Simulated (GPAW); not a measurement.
# Ballistic transport through tetrasilanedithiol between two Au chains, cheap and dear

How well does tetrasilanedithiol between two Au chains conduct at low bias, and how far do basis and functional move the answer?

Calculated with GPAW 26.7.0; GPAW LCAO, PAW setups; Landauer transmission from Green's functions with principal layers (ASE), zero bias.

### Step 1. Set-up

The cell holds 24 atoms: 10 Au, 2 S, 4 Si and 8 H. Cell: a = 10.709 Å, b = 12.112 Å, c = 35.822 Å, α = 90.0°, β = 90.0°, γ = 90.0°. Regions: left lead, 5 atoms (5 Au); channel, 14 atoms (2 S, 4 Si and 8 H); right lead, 5 atoms (5 Au). Vacuum lies along a and b. The structure is stacked along c, and the current runs across the ab planes.

### Step 2. GPAW, dzp

The script solves lead and junction separately, takes H and S in the orbital basis, and joins semi-infinite leads through their self-energies; the dzp basis is the working standard.

File run.py:

```python
import json
import numpy as np
from ase import Atoms
from ase.transport.calculators import TransportCalculator
from gpaw import GPAW, FermiDirac
from gpaw.lcao.tools import get_lcao_hamiltonian
from scipy.linalg import eigh

# The junction with lead layers at both ends, along the third cell vector
device = Atoms(
    ['Au', 'Au', 'Au', 'Au', 'Au', 'S', 'Si', 'H', 'H', 'H', 'H', 'Si', 'Si', 'H', 'H', 'H', 'H', 'Si', 'S', 'Au', 'Au', 'Au', 'Au', 'Au'],
    positions=[
        [5.35472, 6.05596, 1.30000],
        [5.35472, 6.05596, 3.90000],
        [5.35472, 6.05596, 6.50000],
        [5.35472, 6.05596, 9.10000],
        [5.35472, 6.05596, 11.70000],
        [4.80485, 7.62135, 13.36424],
        [4.09120, 7.65041, 15.38809],
        [3.25254, 8.86191, 15.57242],
        [3.25000, 6.44199, 15.58327],
        [6.68188, 6.42383, 16.69899],
        [6.71125, 8.83928, 16.70912],
        [5.83970, 7.64187, 16.87207],
        [4.86970, 7.64188, 18.95006],
        [3.99816, 8.83930, 19.11300],
        [4.02751, 6.42385, 19.12315],
        [7.45940, 6.44199, 20.23886],
        [7.45685, 8.86192, 20.24972],
        [6.61820, 7.65041, 20.43404],
        [5.90454, 7.62136, 22.45789],
        [5.35472, 6.05596, 24.12214],
        [5.35472, 6.05596, 26.72214],
        [5.35472, 6.05596, 29.32214],
        [5.35472, 6.05596, 31.92214],
        [5.35472, 6.05596, 34.52214]],
    cell=[[10.70943, 0.0, 0.0], [0.0, 12.11192, 0.0], [0.0, 0.0, 35.82214]],
    pbc=True)

# One principal layer of the lead: the first 3 atoms of the device
lead = Atoms(
    ['Au', 'Au', 'Au'],
    positions=[
        [5.35472, 6.05596, 1.30000],
        [5.35472, 6.05596, 3.90000],
        [5.35472, 6.05596, 6.50000]],
    cell=[[10.70943, 0.0, 0.0], [0.0, 12.11192, 0.0], [0.0, 0.0, 7.8]],
    pbc=True)

settings = dict(mode='lcao', basis='dzp', xc='PBE', h=0.2,
                occupations=FermiDirac(0.1), maxiter=250,
                mixer=dict(beta=0.1, nmaxold=8, weight=100.0),
                convergence=dict(density=0.0001))
energies = np.arange(-2, 2 + 1e-9, 0.05)
eta = 0.0001
n1, n2 = 1, 1
# k and -k transmit alike, so half of the mesh across the current serves
mesh = [(i, j) for i in range(n1) for j in range(n2) if (i, j) <= (-i % n1, -j % n2)]
weights = np.array([1 if (i, j) == (-i % n1, -j % n2) else 2 for i, j in mesh]) / (n1 * n2)

# [... helper functions left out ...]
fermi_lead = ground_state(lead, (1, 1, 15), 'lead.txt')
fermi_device = ground_state(device, (1, 1, 2), 'device.txt')
# [... loop over the mesh left out, but for ...]
        # Shift the lead onto the potential of the device's first layer
        shift = ((H[:, 0, 0] - H0[:, 0, 0]) / S0[0, 0]).real.mean()
# [...]
kT = 8.617333e-5 * 300
bias = [0.1, 0.2, 0.5, 1.0, 1.5, 2.0]
# [... integrals and printing left out ...]
```

Started as:

```sh
$ OMP_NUM_THREADS=1 OPENBLAS_NUM_THREADS=1 python run.py
```

The log of the run:

```text
basis functions: device 268, principal layer 45
Fermi level: lead -5.0691 eV, device -4.7621 eV; lead shifted by -0.0177 eV
largest coupling past the next layer 2.46e-07 eV, largest misfit of the first layer 0.071 eV
  E-E_F (eV)   T (one spin)  [channel counts left out]
    -2.000    2.7327e-01
    -1.950    4.6199e-02
    -1.900    6.8913e-03
    -1.850    7.4178e-04
    -1.800    7.4572e-04
    -1.750    1.8095e-01
    -1.700    7.4108e-01
    -1.650    8.7838e-01
    -1.600    2.2022e-01
    -1.550    7.5215e-02
    -1.500    3.6398e-02
    -1.450    2.1267e-02
    -1.400    1.3833e-02
    -1.350    9.5525e-03
    -1.300    6.9835e-03
    -1.250    5.1501e-03
[...]
1.650    2.5652e-03
     1.700    2.5337e-03
     1.750    2.5114e-03
     1.800    2.4978e-03
     1.850    2.4927e-03
     1.900    2.4958e-03
     1.950    2.5073e-03
     2.000    2.5270e-03
conductance at 300 K: 0.58414 G0 a cell; thermopower 46.37 uV/K
current from the zero-bias T(E) at 0.1 V: 4.361 uA
current from the zero-bias T(E) at 0.2 V: 7.9113 uA
current from the zero-bias T(E) at 0.5 V: 16.381 uA
current from the zero-bias T(E) at 1.0 V: 29.999 uA
current from the zero-bias T(E) at 1.5 V: 35.709 uA
current from the zero-bias T(E) at 2.0 V: 46.247 uA
```

It took 76 s on 1 thread of Arm Neoverse V1, shared host; peak memory 1.6 GiB.

Numbers from this step:

```
conductance                                    : 0.5841 G₀
largest coupling past the next principal layer : 2.46e-7 eV
largest misfit of the first principal layer    : 0.07087 eV
shift that aligns the lead                     : -0.01770 eV
basis functions of the junction                : 268
basis functions of a principal layer           : 45
transmission at the Fermi level (one spin)     : 0.6607
```

One spin. The transmission, zone mean by energy, zero at the Fermi level:

| energy (eV) | transmission, zone mean |
| --- | --- |
| -2.000 | 0.273 |
| -1.800 | 7.5e-4 |
| -1.650 | 0.878 |
| -1.600 | 0.220 |
| -1.400 | 0.0138 |
| -1.200 | 0.00243 |
| -1.000 | 0.272 |
| -0.850 | 0.744 |
| -0.800 | 0.705 |
| -0.600 | 0.196 |
| -0.400 | 0.729 |
| -0.350 | 0.987 |
| -0.200 | 0.624 |
| -0.050 | 0.962 |
| 0.000 | 0.661 |
| 0.200 | 0.0583 |
| 0.400 | 0.0194 |
| 0.600 | 0.00983 |
| 0.800 | 0.00579 |
| 1.000 | 0.00435 |
| 1.200 | 0.00341 |
| 1.400 | 0.00288 |
| 1.600 | 0.00261 |
| 1.800 | 0.00250 |
| 2.000 | 0.00253 |

Not self-consistent under bias; the bias window is split evenly. Current through one cell, from the zero-bias transmission against bias:

```csv
bias (V),"current through one cell, from the zero-bias transmission (μA)"
0.100,4.36
0.200,7.91
0.500,16.4
1.000,30.0
1.500,35.7
2.000,46.2
```

Table of transmission of the three most open eigenchannels by energy, zero at the Fermi level:

| energy (eV) | channel 1 | channel 2 | channel 3 |
| --- | --- | --- | --- |
| -2.00 | 0.273 | 1.3e-5 | 7.2e-6 |
| -1.90 | 0.00689 | 3.1e-6 | 1.5e-6 |
| -1.80 | 7.5e-4 | 3.0e-7 | 6.8e-10 |
| -1.70 | 0.741 | 5.1e-7 | 1.2e-7 |
| -1.55 | 0.0752 | 3.1e-6 | 2.8e-8 |
| -1.45 | 0.0213 | 5.9e-6 | 3.4e-10 |
| -1.35 | 0.00954 | 9.6e-6 | 6.5e-8 |
| -1.25 | 0.00513 | 1.7e-5 | 3.4e-7 |
| -1.15 | 0.00685 | 3.9e-5 | 1.5e-6 |
| -1.05 | 0.129 | 8.6e-5 | 3.7e-6 |
| -0.90 | 0.618 | 1.0e-4 | 8.6e-6 |
| -0.80 | 0.704 | 1.2e-4 | 1.1e-5 |
| -0.70 | 0.305 | 1.2e-4 | 1.2e-5 |
| -0.60 | 0.196 | 7.4e-5 | 1.4e-5 |
| -0.50 | 0.276 | 3.6e-5 | 1.7e-5 |
| -0.40 | 0.729 | 2.2e-5 | 1.4e-5 |
| -0.25 | 0.647 | 2.5e-5 | 1.9e-9 |
| -0.15 | 0.662 | 2.0e-5 | 7.7e-10 |
| -0.05 | 0.962 | 0 | 0 |
| 0.00 | 0.661 | 0 | 0 |
| 0.05 | 0.287 | 0 | 0 |
| 0.15 | 0.0879 | 0 | 0 |
| 0.25 | 0.0415 | 0 | 0 |
| 0.40 | 0.0194 | 0 | 0 |
| 0.50 | 0.0134 | 0 | 0 |
| 0.60 | 0.00983 | 0 | 0 |
| 0.70 | 0.00760 | 0 | 0 |
| 0.80 | 0.00579 | 0 | 0 |
| 0.90 | 0.00510 | 0 | 0 |
| 1.05 | 0.00406 | 0 | 0 |
| 1.15 | 0.00359 | 0 | 0 |
| 1.25 | 0.00325 | 0 | 0 |
| 1.35 | 0.00299 | 0 | 0 |
| 1.45 | 0.00280 | 0 | 0 |
| 1.55 | 0.00266 | 0 | 0 |
| 1.70 | 0.00253 | 0 | 0 |
| 1.80 | 0.00250 | 0 | 0 |
| 1.90 | 0.00250 | 0 | 0 |
| 2.00 | 0.00253 | 0 | 0 |

Couplings past the next layer reach 2.5e-7 eV, small enough to drop; the matrix elements of the cell's first layer differ from the bulk lead's by up to 0.071 eV. That layer keeps its own values in the calculation, and only beyond it is the lead taken as perfect. The Fermi levels of lead and junction count from different zeros of potential, one for each periodic cell; with both set to zero, the small remaining shift is what aligns them. Without spin-orbit coupling, which is large for these atoms, channel counts and T are those of the scalar-relativistic bands. By hand: G = 0.5841 × 77.48 μS = 45.3 μS, a resistance of 22.1 kΩ; at 0.1 V a linear junction would pass 4.53 μA, and the integral over the bias window gives 4.36 μA.

### Step 3. Single-zeta polarised basis

One radial function a shell plus polarisation makes the matrices smaller; the question is what that costs.

run.py: that of step 2 with these lines changed.

```diff
@@ -49,3 +49,3 @@
 
-settings = dict(mode='lcao', basis='dzp', xc='PBE', h=0.2,
+settings = dict(mode='lcao', basis='szp(dzp)', xc='PBE', h=0.2,
                 occupations=FermiDirac(0.1), maxiter=250,
```

The log of the run:

```text
basis functions: device 176, principal layer 27
Fermi level: lead -4.9080 eV, device -4.8537 eV; lead shifted by -0.0132 eV
largest coupling past the next layer 2.47e-07 eV, largest misfit of the first layer 0.068 eV
  E-E_F (eV)   T (one spin)  [channel counts left out]
    -2.000    6.2190e-03
    -1.950    1.6965e-03
    -1.900    3.6493e-04
    -1.850    2.2503e-04
    -1.800    6.0551e-02
    -1.750    9.0652e-01
    -1.700    1.6646e-01
    -1.650    3.5040e-02
    -1.600    1.5106e-02
    -1.550    8.7206e-03
    -1.500    5.8500e-03
    -1.450    4.2843e-03
    -1.400    3.3049e-03
    -1.350    2.6095e-03
    -1.300    2.0349e-03
    -1.250    1.4625e-03
[...]
1.650    5.7160e-03
     1.700    5.8147e-03
     1.750    5.9351e-03
     1.800    6.0783e-03
     1.850    6.2459e-03
     1.900    6.4395e-03
     1.950    6.6615e-03
     2.000    6.9145e-03
conductance at 300 K: 0.39084 G0 a cell; thermopower 88.6 uV/K
current from the zero-bias T(E) at 0.1 V: 3.1312 uA
current from the zero-bias T(E) at 0.2 V: 6.5225 uA
current from the zero-bias T(E) at 0.5 V: 16.074 uA
current from the zero-bias T(E) at 1.0 V: 30.007 uA
current from the zero-bias T(E) at 1.5 V: 34.135 uA
current from the zero-bias T(E) at 2.0 V: 42.7 uA
```

It took 67 s on 1 thread; peak memory 1.6 GiB.

Numbers from this step:

```yaml
conductance: 0.3908 G₀
largest_coupling_past_the_next_principal_layer: 2.47e-7 eV
largest_misfit_of_the_first_principal_layer: 0.06828 eV
shift_that_aligns_the_lead: -0.01318 eV
basis_functions_of_the_junction: 176
basis_functions_of_a_principal_layer: 27
transmission_at_the_fermi_level_one_spin: 0.3073
```

One spin. Table of transmission, zone mean by energy, zero at the Fermi level:

```csv
energy (eV),"transmission, zone mean"
-2.00,0.00622
-1.90,3.6e-4
-1.80,0.0606
-1.75,0.907
-1.70,0.166
-1.55,0.00872
-1.45,0.00428
-1.35,0.00261
-1.25,0.00146
-1.15,0.0129
-1.05,0.0978
-0.90,0.593
-0.85,0.617
-0.80,0.495
-0.70,0.167
-0.60,0.145
-0.50,0.269
-0.40,0.773
-0.35,0.990
-0.25,0.662
-0.15,0.822
-0.05,0.863
0.00,0.307
0.05,0.142
0.15,0.0553
0.25,0.0310
0.40,0.0175
0.50,0.0133
0.60,0.0107
0.70,0.00903
0.80,0.00786
0.90,0.00703
1.05,0.00622
1.15,0.00588
1.25,0.00567
1.35,0.00555
1.45,0.00553
1.55,0.00558
1.70,0.00581
1.80,0.00608
1.90,0.00644
2.00,0.00691
```

Not self-consistent under bias; the bias window is split evenly. Current through one cell, from the zero-bias transmission against bias:

```csv
bias (V),"current through one cell, from the zero-bias transmission (μA)"
0.100,3.13
0.200,6.52
0.500,16.1
1.000,30.0
1.500,34.1
2.000,42.7
```

The transmission of the three most open eigenchannels by energy, zero at the Fermi level:

| energy (eV) | channel 1 | channel 2 | channel 3 |
| --- | --- | --- | --- |
| -2.00 | 0.00621 | 9.6e-6 | 1.3e-7 |
| -1.90 | 3.6e-4 | 5.0e-7 | 1.1e-9 |
| -1.80 | 0.0606 | 4.0e-7 | 1.0e-8 |
| -1.70 | 0.166 | 2.7e-6 | 1.2e-8 |
| -1.55 | 0.00871 | 7.3e-6 | 7.9e-10 |
| -1.45 | 0.00427 | 1.2e-5 | 2.5e-8 |
| -1.35 | 0.00259 | 1.8e-5 | 1.0e-7 |
| -1.25 | 0.00143 | 3.1e-5 | 2.4e-7 |
| -1.15 | 0.0128 | 9.0e-5 | 1.4e-6 |
| -1.05 | 0.0976 | 1.3e-4 | 3.1e-6 |
| -0.90 | 0.593 | 3.1e-4 | 8.1e-6 |
| -0.80 | 0.495 | 2.7e-4 | 1.1e-5 |
| -0.70 | 0.167 | 1.7e-4 | 1.1e-5 |
| -0.60 | 0.145 | 1.4e-4 | 1.2e-5 |
| -0.50 | 0.269 | 9.5e-5 | 1.4e-5 |
| -0.40 | 0.773 | 6.7e-5 | 1.5e-5 |
| -0.25 | 0.662 | 3.8e-5 | 1.4e-9 |
| -0.15 | 0.822 | 5.5e-5 | 1.1e-9 |
| -0.05 | 0.863 | 2.6e-12 | 0 |
| 0.00 | 0.307 | 0 | 0 |
| 0.05 | 0.142 | 0 | 0 |
| 0.15 | 0.0553 | 0 | 0 |
| 0.25 | 0.0310 | 0 | 0 |
| 0.40 | 0.0175 | 0 | 0 |
| 0.50 | 0.0133 | 0 | 0 |
| 0.60 | 0.0107 | 0 | 0 |
| 0.70 | 0.00903 | 0 | 0 |
| 0.80 | 0.00786 | 0 | 0 |
| 0.90 | 0.00703 | 0 | 0 |
| 1.05 | 0.00622 | 0 | 0 |
| 1.15 | 0.00588 | 0 | 0 |
| 1.25 | 0.00567 | 0 | 0 |
| 1.35 | 0.00555 | 0 | 0 |
| 1.45 | 0.00553 | 0 | 0 |
| 1.55 | 0.00558 | 0 | 0 |
| 1.70 | 0.00581 | 0 | 0 |
| 1.80 | 0.00608 | 0 | 0 |
| 1.90 | 0.00644 | 0 | 0 |
| 2.00 | 0.00691 | 0 | 0 |

The conductance, 0.391 G₀, lies 33 % below that of the dzp run.

### Step 4. GPAW, sz: basis = "sz(dzp)"

The minimal basis is the cheapest rung: no second zeta and no polarisation.

run.py: that of step 3 with these lines changed.

```diff
@@ -49,3 +49,3 @@
 
-settings = dict(mode='lcao', basis='szp(dzp)', xc='PBE', h=0.2,
+settings = dict(mode='lcao', basis='sz(dzp)', xc='PBE', h=0.2,
                 occupations=FermiDirac(0.1), maxiter=250,
```

The log of the run:

```text
basis functions: device 92, principal layer 18
Fermi level: lead -4.8501 eV, device -4.8228 eV; lead shifted by -0.0124 eV
largest coupling past the next layer 2.47e-07 eV, largest misfit of the first layer 0.067 eV
  E-E_F (eV)   T (one spin)  channels
    -2.000    7.5343e-03    3.0000
    -1.950    2.9541e-03    3.0000
    -1.900    1.1226e-03    3.0000
[...]
1.950    8.6018e-03    1.0000
     2.000    8.9273e-03    1.0000
conductance at 300 K: 0.30825 G0 a cell; thermopower 101.9 uV/K
current from the zero-bias T(E) at 0.1 V: 2.5312 uA
current from the zero-bias T(E) at 0.2 V: 5.5799 uA
current from the zero-bias T(E) at 0.5 V: 15.695 uA
current from the zero-bias T(E) at 1.0 V: 28.587 uA
current from the zero-bias T(E) at 1.5 V: 33.424 uA
current from the zero-bias T(E) at 2.0 V: 40.857 uA
```

Elapsed: 60 s, on 1 thread; peak memory 1.5 GiB.

Numbers from this step:

| Quantity | Value |
| --- | --- |
| conductance | 0.3082 G₀ |
| largest misfit of the first principal layer | 0.06739 eV |
| shift that aligns the lead | -0.01244 eV |
| basis functions of the junction | 92 |
| basis functions of a principal layer | 18 |
| transmission at the Fermi level (one spin) | 0.2185 |
| open channels of the lead at the Fermi level (one spin) | 1 |

The conductance, 0.308 G₀, lies 47 % below that of the dzp run.

### Step 5. LDA in the dzp basis: xc = "LDA"

Back in the dzp basis, the functional changes from PBE to LDA, to set the spread between functionals beside that between bases.

run.py: that of step 4 with these lines changed.

```diff
@@ -49,3 +49,3 @@
 
-settings = dict(mode='lcao', basis='sz(dzp)', xc='PBE', h=0.2,
+settings = dict(mode='lcao', basis='dzp', xc='LDA', h=0.2,
                 occupations=FermiDirac(0.1), maxiter=250,
```

The log of the run:

```text
basis functions: device 268, principal layer 45
Fermi level: lead -5.4346 eV, device -5.0418 eV; lead shifted by -0.0245 eV
largest coupling past the next layer 2.28e-07 eV, largest misfit of the first layer 0.072 eV
  E-E_F (eV)   T (one spin)  channels
    -2.000    4.5834e-01    3.0000
    -1.950    1.0173e-01    3.0000
    -1.900    1.7993e-02    3.0000
[...]
1.950    2.5427e-03    1.0000
     2.000    2.5704e-03    1.0000
conductance at 300 K: 0.63113 G0 a cell; thermopower 28.67 uV/K
current from the zero-bias T(E) at 0.1 V: 4.5963 uA
current from the zero-bias T(E) at 0.2 V: 8.0227 uA
current from the zero-bias T(E) at 0.5 V: 16.404 uA
current from the zero-bias T(E) at 1.0 V: 29.816 uA
current from the zero-bias T(E) at 1.5 V: 36.135 uA
current from the zero-bias T(E) at 2.0 V: 47.003 uA
```

Elapsed: 65 s, on 1 thread; peak memory 1.6 GiB.

Numbers from this step:

```yaml
conductance: 0.6311 G₀
largest_coupling_past_the_next_principal_layer: 2.28e-7 eV
largest_misfit_of_the_first_principal_layer: 0.07212 eV
shift_that_aligns_the_lead: -0.02448 eV
basis_functions_of_the_junction: 268
basis_functions_of_a_principal_layer: 45
transmission_at_the_fermi_level_one_spin: 0.8406
```

One spin. The transmission, zone mean by energy, zero at the Fermi level:

| energy (eV) | transmission, zone mean |
| --- | --- |
| -2.00 | 0.458 |
| -1.85 | 0.00293 |
| -1.70 | 0.690 |
| -1.65 | 0.950 |
| -1.60 | 0.190 |
| -1.45 | 0.0159 |
| -1.30 | 0.00469 |
| -1.15 | 0.0152 |
| -1.05 | 0.150 |
| -0.90 | 0.591 |
| -0.85 | 0.796 |
| -0.75 | 0.582 |
| -0.60 | 0.217 |
| -0.50 | 0.275 |
| -0.35 | 0.965 |
| -0.20 | 0.629 |
| -0.05 | 0.789 |
| 0.00 | 0.841 |
| 0.05 | 0.357 |
| 0.20 | 0.0609 |
| 0.35 | 0.0240 |
| 0.50 | 0.0130 |
| 0.60 | 0.00954 |
| 0.75 | 0.00661 |
| 0.90 | 0.00495 |
| 1.05 | 0.00396 |
| 1.15 | 0.00352 |
| 1.30 | 0.00306 |
| 1.45 | 0.00277 |
| 1.60 | 0.00260 |
| 1.70 | 0.00254 |
| 1.85 | 0.00251 |
| 2.00 | 0.00257 |

The conductance, 0.631 G₀, lies 8.0 % above that of the dzp run. At -0.1 eV T drops to or jumps from 0.313 where the lead's channel count changes: a band edge of the lead lies in the thermal window, and enters the average.

### Step 6. The ladder

Times are for 1 thread of Arm Neoverse V1, shared host. The series side by side:

```
no.      run  conductance (G₀)  time  memory (GiB)
  1      dzp            0.5841  76 s           1.6
  2      szp            0.3908  67 s           1.6
  3       sz            0.3082  60 s           1.5
  4  dzp LDA            0.6311  65 s           1.6
```

### Step 7. Comparison

The curves are compared point by point over the common energies.

This step: comparison of transmission and cost over codes and levels (GPAW 26.7.0).

Ladder, by row:

```csv
step,code,T at the Fermi level (sum over the listed spins),conductance (G0),r.m.s. T(E) from the first,wall time (s),peak memory (GiB),threads
dzp,GPAW,0.6607,0.5841,0,76.49,1.59,1
szp,GPAW,0.3073,0.3908,0.1637,66.79,1.57,1
sz,GPAW,0.2185,0.3082,0.1865,60.29,1.51,1
dzp-LDA,GPAW,0.8406,0.6311,0.04764,65.38,1.59,1
```

Transmission, zone mean, sum over the listed spins against energy, zero at the Fermi level:

```
energy (eV)      dzp      szp       sz  dzp-LDA
     -2.000    0.273  0.00622  0.00753    0.458
     -1.800   7.5e-4   0.0606  0.00759   5.4e-4
     -1.750    0.181    0.907    0.979   0.0161
     -1.650    0.878   0.0350   0.0105    0.950
     -1.600    0.220   0.0151  0.00546    0.190
     -1.400   0.0138  0.00330  0.00177   0.0102
     -1.200  0.00243  0.00344  0.00461  0.00121
     -1.000    0.272    0.205    0.105    0.270
     -0.850    0.744    0.617    0.563    0.796
     -0.800    0.705    0.495    0.609    0.689
     -0.600    0.196    0.145    0.155    0.217
     -0.400    0.729    0.773    0.592    0.676
     -0.350    0.987    0.990    0.901    0.965
     -0.300    0.919    0.939    0.993    0.947
     -0.200    0.624    0.715    0.807    0.629
     -0.050    0.962    0.863    0.692    0.789
      0.000    0.661    0.307    0.219    0.841
      0.200   0.0583   0.0403   0.0327   0.0609
      0.400   0.0194   0.0175   0.0158   0.0191
      0.600  0.00983   0.0107   0.0105  0.00954
      0.800  0.00579  0.00786  0.00828  0.00595
      1.000  0.00435  0.00644  0.00722  0.00424
      1.200  0.00341  0.00576  0.00678  0.00334
      1.400  0.00288  0.00553  0.00677  0.00285
      1.600  0.00261  0.00564  0.00711  0.00260
      1.800  0.00250  0.00608  0.00781  0.00251
      2.000  0.00253  0.00691  0.00893  0.00257
```

[end of part 1 of 2]

[Logs are printed without paths, hosts, clocks, repeated set-up lines and the standing remarks that a program may print on its own settings, such as how far it seeks lower states.]

[Hosts, paths, dates, database ids (printed as entryN), source tags and the programs' standing remarks are cut or masked in the printed files.]
